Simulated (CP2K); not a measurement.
The O K edge of hydrogen peroxide was computed by TDDFT (CP2K XAS_TDP, aug-cc-pVTZ, TDA) at these levels: PBE, PBEh(45%) and PBEh(45%) + GW2X. The first three lines of O1 (bonded to O and H) with a strength over 0.0015, energy in eV and strength:

```tsv
run	first	second	third
1	510.97 (0.030)	511.39 (0.003)	512.44 (0.013)
2	527.52 (0.067)	531.27 (0.020)	533.04 (0.005)
3	531.50 (0.067)	535.25 (0.020)	537.02 (0.005)
```

**Question.** Which run is which?

Run 1: PBE (0 % exact exchange). Run 2: PBEh(45%) (45 % exact exchange). Run 3: PBEh(45%) + GW2X (45 % exact exchange). Self-interaction lifts the core level, so the uncorrected lines rise with the share of exact exchange. The GW2X run keeps the spacings of its parent: 3.75 eV between the first two lines in run 3, 3.75 eV in run 2. Its shift is +3.98 eV, since the Kohn–Sham level at this share of exchange lies that far above the quasiparticle level.

[Banner, clock and machine lines of the logs are left out without a mark of their own.]

[Logs are printed without paths, hosts, clocks, repeated set-up lines and the standing remarks that a program may print on its own settings, such as how far it seeks lower states.]

[Hosts, paths, dates, database ids (printed as entryN), source tags and the programs' standing remarks are cut or masked in the printed files.]
